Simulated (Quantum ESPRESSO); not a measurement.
**KF (Carobbiite): from strain to phonon shift**

Wanted: the shift of the optical mode of KF (Carobbiite) in a strained (001) layer.

Calculated with Quantum ESPRESSO 7.5; DFT PBE, scalar-relativistic, plane waves, GBRV ultrasoft pseudopotentials.

### 1. The relaxed structure

Symmetry: Fm-3m, No. 225, cubic system. The conventional cell has a = 5.413 Å, b = 5.413 Å, c = 5.413 Å, α = 90.00°, β = 90.00°, γ = 90.00°. Nearest to K lie 6 F at 2.71 Å. Nearest to F lie 6 K at 2.71 Å. Farther neighbours and most contacts between anions are not listed.

Structure file:

```cif
data_structure
_symmetry_space_group_name_H-M 'Fm-3m'
_symmetry_Int_Tables_number 225
_cell_length_a 5.4126
_cell_length_b 5.4126
_cell_length_c 5.4126
_cell_angle_alpha 90.000
_cell_angle_beta 90.000
_cell_angle_gamma 90.000
_cell_volume 158.57
loop_
_atom_site_label
_atom_site_type_symbol
_atom_site_symmetry_multiplicity
_atom_site_Wyckoff_symbol
_atom_site_fract_x
_atom_site_fract_y
_atom_site_fract_z
_atom_site_occupancy
K1 K 4 a 0.00000 0.00000 0.00000 1
F1 F 4 b 0.00000 0.50000 0.00000 1
```

This is the cell after its relaxation at this level of theory, not the database cell from which that began.

### 2. Uniaxial strain

The relaxed cell is stretched along z alone. This keeps all atoms on sites fixed by symmetry and splits the threefold mode into a singlet, polarised along z, and a doublet. The macroscopic field is left out, so these are transverse modes. Cutoff 55 Ry, k mesh 8×8×8.

From the response at ε_zz = 0.01:

The log of the run:

```text
[banners, grids, parts of the stress and lines that vanish by symmetry left out]
Program PHONON v.7.5
     Reading xml data from directory:

[...]
Exchange-correlation= PBE
                           (   1   4   3   4   0   0   0)
[...]
kinetic-energy cut-off    =      55.0000  Ry
     charge density cut-off    =     440.0000  Ry
     convergence threshold     =      1.0E-18
[...]
Exchange-correlation= PBE
                           (   1   4   3   4   0   0   0)
[...]
q = (   0.0000000   0.0000000   0.0000000 )
     17 Sym.Ops. (with q -> -q+G )
     G cutoff =  588.8673  (  42063 G-vectors)     FFT grid: ( 50, 50, 50)
     G cutoff =  294.4336  (  14889 G-vectors)  smooth grid: ( 36, 36, 36)
     number of k points=    59
[...]
Mode symmetry, D_4h(4/mmm) point group:
[...]
Representation #   1 mode #   1
[...]
End of self-consistent calculation
     Convergence has been achieved
     Representation #   2 mode #   2
[...]
End of self-consistent calculation
     Convergence has been achieved
     Representation #   3 modes #   3   4
[...]
End of self-consistent calculation
     Convergence has been achieved
     Representation #   4 modes #   5   6
[...]
End of self-consistent calculation
     Convergence has been achieved
[...]
q = (    0.000000000   0.000000000   0.000000000 )
[...]
freq (    1) =       0.018101 [THz] =       0.603796 [cm-1]
     freq (    2) =       0.018101 [THz] =       0.603796 [cm-1]
     freq (    3) =       0.036320 [THz] =       1.211506 [cm-1]
     freq (    4) =       4.564143 [THz] =     152.243412 [cm-1]
     freq (    5) =       5.013170 [THz] =     167.221367 [cm-1]
     freq (    6) =       5.013170 [THz] =     167.221367 [cm-1]
[...]
Mode symmetry, D_4h(4/mmm) point group:
     freq (   1-   2) =          0.6  [cm-1]   --> E_u  X_5' M_5'  I
     freq (   3-   3) =          1.2  [cm-1]   --> A_2u X_4' M_4'  I
     freq (   4-   4) =        152.2  [cm-1]   --> A_2u X_4' M_4'  I
     freq (   5-   6) =        167.2  [cm-1]   --> E_u  X_5' M_5'  I

   JOB DONE.
```

| ε_zz | singlet (cm⁻¹) | doublet (cm⁻¹) | σ_zz (GPa) | σ_xx (GPa) |
| --- | --- | --- | --- | --- |
| -0.01 | 181.55 | 165.92 | -0.727 | -0.227 |
| -0.005 | 174.03 | 166.29 | -0.393 | -0.153 |
| 0 | 166.65 | 166.65 | -0.081 | -0.081 |
| 0.005 | 159.43 | 166.99 | 0.209 | -0.011 |
| 0.01 | 152.24 | 167.22 | 0.480 | 0.058 |

Stress is counted positive in tension.

### 3. The fit

To first order ω² − ω₀² = p ε_zz + q (ε_xx + ε_yy) for the mode along z, and likewise for x and y. With ε_zz alone the singlet gives p and the doublet q.

The linear terms of parabolas through ω² are p = -17.60 ω₀² and q = 0.79 ω₀², with ω₀ = 166.7 cm⁻¹. Those of the stresses are C11 = 60 GPa and C12 = 14 GPa. Under hydrostatic strain p and q imply γ = −(p + 2q)/(6 ω₀²) = 2.67.

A layer held to an in-plane strain ε and free along z takes ε_zz = −2 (C12/C11) ε = -0.472 ε. To first order the singlet then shifts by (q − p C12/C11) ε / ω₀ = 824 ε cm⁻¹. For ε = 0.006, ε_zz = -0.00283, the formulas for ω² predict 171.52 cm⁻¹ for the singlet and 157.83 cm⁻¹ for the doublet.

### 4. A biaxially strained cell

This run was no part of the fit.

The log of the run:

```text
[banners, grids, parts of the stress and lines that vanish by symmetry left out]
[banner, memory and clock lines left out]
Program PHONON v.7.5

[...]
Exchange-correlation= PBE
                           (   1   4   3   4   0   0   0)
[...]
kinetic-energy cut-off    =      55.0000  Ry
     charge density cut-off    =     440.0000  Ry
     convergence threshold     =      1.0E-18
[...]
Exchange-correlation= PBE
                           (   1   4   3   4   0   0   0)
[...]
q = (   0.0000000   0.0000000   0.0000000 )
     17 Sym.Ops. (with q -> -q+G )
     G cutoff =  584.8690  (  42071 G-vectors)     FFT grid: ( 50, 50, 50)
     G cutoff =  292.4345  (  14921 G-vectors)  smooth grid: ( 36, 36, 36)
     number of k points=    59
[...]
Mode symmetry, D_4h(4/mmm) point group:
[...]
Representation #   1 mode #   1
[...]
End of self-consistent calculation
     Convergence has been achieved
     Representation #   2 mode #   2
[...]
End of self-consistent calculation
     Convergence has been achieved
     Representation #   3 modes #   3   4
[...]
End of self-consistent calculation
     Convergence has been achieved
     Representation #   4 modes #   5   6
[...]
End of self-consistent calculation
     Convergence has been achieved
[...]
q = (    0.000000000   0.000000000   0.000000000 )
[...]
freq (    1) =       0.043113 [THz] =       1.438100 [cm-1]
     freq (    2) =       0.051875 [THz] =       1.730364 [cm-1]
     freq (    3) =       0.051875 [THz] =       1.730364 [cm-1]
     freq (    4) =       4.741409 [THz] =     158.156395 [cm-1]
     freq (    5) =       4.741409 [THz] =     158.156395 [cm-1]
     freq (    6) =       5.142177 [THz] =     171.524563 [cm-1]
[...]
Mode symmetry, D_4h(4/mmm) point group:
     freq (   1-   1) =          1.4  [cm-1]   --> A_2u X_4' M_4'  I
     freq (   2-   3) =          1.7  [cm-1]   --> E_u  X_5' M_5'  I
     freq (   4-   5) =        158.2  [cm-1]   --> E_u  X_5' M_5'  I
     freq (   6-   6) =        171.5  [cm-1]   --> A_2u X_4' M_4'  I
```

| mode | predicted (cm⁻¹) | run (cm⁻¹) |
| --- | --- | --- |
| singlet | 171.52 | 171.52 |
| doublet | 157.83 | 158.16 |

The stress along z is -0.083 GPa and that in the plane 0.307 GPa; the unstrained cell carries -0.081 GPa.

### 5. Outcome

* p (in units of the squared frequency): -17.60
* q (same units): 0.7918
* shift of the singlet per unit of biaxial strain: 824 cm⁻¹
* C11 and C12: 60 and 14 GPa

**Reading.** To first order, one per cent of tensile biaxial strain moves the singlet of KF (Carobbiite) by 8.2 cm⁻¹ and the doublet by -14.3 cm⁻¹; the formulas miss the test run by up to 0.33 cm⁻¹. In the rock-salt structure this mode is infrared active and has no first-order Raman line. The third potential, r, needs shear strain, which was not run. These are harmonic values at zero temperature.

[Host names and launcher messages were left out of these logs when they were recorded.]

[Logs are printed without paths, hosts, clocks, repeated set-up lines and the standing remarks that a program may print on its own settings, such as how far it seeks lower states.]

[Hosts, paths, dates, database ids (printed as entryN), source tags and the programs' standing remarks are cut or masked in the printed files.]
